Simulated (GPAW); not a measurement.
Consider S on a P site in BP (monolayer).

```cif
data_structure
_symmetry_space_group_name_H-M 'P 1'
_symmetry_Int_Tables_number 1
_cell_length_a 8.4929
_cell_length_b 8.4929
_cell_length_c 10.4000
_cell_angle_alpha 90.000
_cell_angle_beta 90.000
_cell_angle_gamma 120.000
_cell_volume 649.64
loop_
_atom_site_label
_atom_site_type_symbol
_atom_site_fract_x
_atom_site_fract_y
_atom_site_fract_z
_atom_site_occupancy
B1 B 0.99909 0.00025 0.50000 1
B2 B 0.42857 0.14286 0.50000 1
B3 B 0.85605 0.28695 0.50000 1
B4 B 0.28448 0.42625 0.50000 1
B5 B 0.71544 0.57234 0.50000 1
B6 B 0.14518 0.71537 0.50000 1
B7 B 0.57118 0.85598 0.50000 1
S8 S 0.76190 0.80952 0.50000 1
P9 P 0.18880 0.95239 0.50000 1
P10 P 0.61903 0.09355 0.50000 1
P11 P 0.04660 0.23811 0.50000 1
P12 P 0.47788 0.38263 0.50000 1
P13 P 0.90579 0.52482 0.50000 1
P14 P 0.33332 0.66563 0.50000 1
```

Absorber: atom 8, with 3 B at 1.85 Å (trigonal planar; the defect atom itself). Method: GPAW, PBE, excited-electron core hole (neutral cell), 14-atom cell with 8.5 Å between holes, 4×4×1 k points, dipole transitions, Gaussian full width 0.9 eV up to 4 eV, rising linearly to 3.5 eV at 25 eV.

Q: Where do the maxima of the S K edge fall?

Main maxima up to 20 eV above the zero (height): 1.4 eV (2.42), 2.9 eV (1.39), 5.2 eV (1.28), 8.9 eV (0.72) and 13.7 eV (1.62). A K edge sees empty p states; at this planar three-fold site they split into π* (normal to the plane) and σ* (in the plane). The total-energy difference is 2468.82 eV. The functional leaves an error of a few eV in such absolute values.

The S K spectrum (energy from the lowest empty level; intensity scaled to a mean of 1 over the first 20 eV):

| E (eV) | isotropic | ε ∥ x | ε ∥ z |
| --- | --- | --- | --- |
| -2.0 | 0.00 | 0.00 | 0.00 |
| -1.4 | 0.00 | 0.00 | 0.00 |
| -0.8 | 0.01 | 0.00 | 0.03 |
| -0.2 | 0.12 | 0.02 | 0.33 |
| 0.4 | 0.42 | 0.29 | 0.68 |
| 1.0 | 1.64 | 2.22 | 0.48 |
| 1.6 | 2.26 | 3.00 | 0.77 |
| 2.2 | 1.20 | 1.59 | 0.42 |
| 2.8 | 1.39 | 1.67 | 0.84 |
| 3.4 | 1.19 | 1.44 | 0.68 |
| 4.0 | 1.19 | 1.56 | 0.44 |
| 4.6 | 1.24 | 1.54 | 0.65 |
| 5.2 | 1.28 | 1.57 | 0.71 |
| 5.8 | 1.10 | 1.25 | 0.78 |
| 6.4 | 0.86 | 1.01 | 0.54 |
| 7.0 | 0.79 | 1.04 | 0.30 |
| 7.6 | 0.68 | 0.90 | 0.25 |
| 8.2 | 0.66 | 0.81 | 0.36 |
| 8.8 | 0.72 | 0.81 | 0.53 |
| 9.4 | 0.69 | 0.70 | 0.68 |
| 10.0 | 0.63 | 0.56 | 0.77 |
| 10.6 | 0.60 | 0.52 | 0.78 |
| 11.2 | 0.68 | 0.59 | 0.85 |
| 11.8 | 0.90 | 0.87 | 0.95 |
| 12.4 | 1.22 | 1.38 | 0.89 |
| 13.0 | 1.49 | 1.88 | 0.70 |
| 13.6 | 1.61 | 2.12 | 0.59 |
| 14.2 | 1.58 | 2.07 | 0.59 |
| 14.8 | 1.41 | 1.80 | 0.63 |
| 15.4 | 1.16 | 1.41 | 0.66 |
| 16.0 | 0.90 | 1.01 | 0.69 |
| 16.6 | 0.70 | 0.69 | 0.73 |
| 17.2 | 0.59 | 0.49 | 0.77 |
| 17.8 | 0.53 | 0.39 | 0.82 |
| 18.4 | 0.52 | 0.35 | 0.85 |
| 19.0 | 0.52 | 0.34 | 0.87 |
| 19.6 | 0.52 | 0.35 | 0.88 |
| 20.2 | 0.52 | 0.35 | 0.86 |

The hole lies in one spin channel, while the script sums the empty states of both and takes the lower zero; where the two channels are split, this blurs and shifts the curve. The cell shows no gap over 0.35 eV; the host's own band filling, the defect's levels or the functional may be the cause. The starting moments shrank to 0.00 μB or less, so this is hardly a magnetic state. Some eV above the zero the states pass the vacuum level, and features normal to the sheet may then be states of the box. In so small a cell the defects form an ordered array, and no site is far from one.

[Banner, clock and machine lines of the logs are left out without a mark of their own.]

[Logs are printed without paths, hosts, clocks, repeated set-up lines and the standing remarks that a program may print on its own settings, such as how far it seeks lower states.]

[Hosts, paths, dates, database ids (printed as entryN), source tags and the programs' standing remarks are cut or masked in the printed files.]

[Lists of maxima count a maximum above −3 eV only where it reaches 4 % of the highest in the window and stands out from its surroundings by 2 % of it (1.5 % where it reaches 55 %); shoulders and weaker maxima are passed over, and of the rest the first, up to two pre-edge ones and the few strongest are named.]
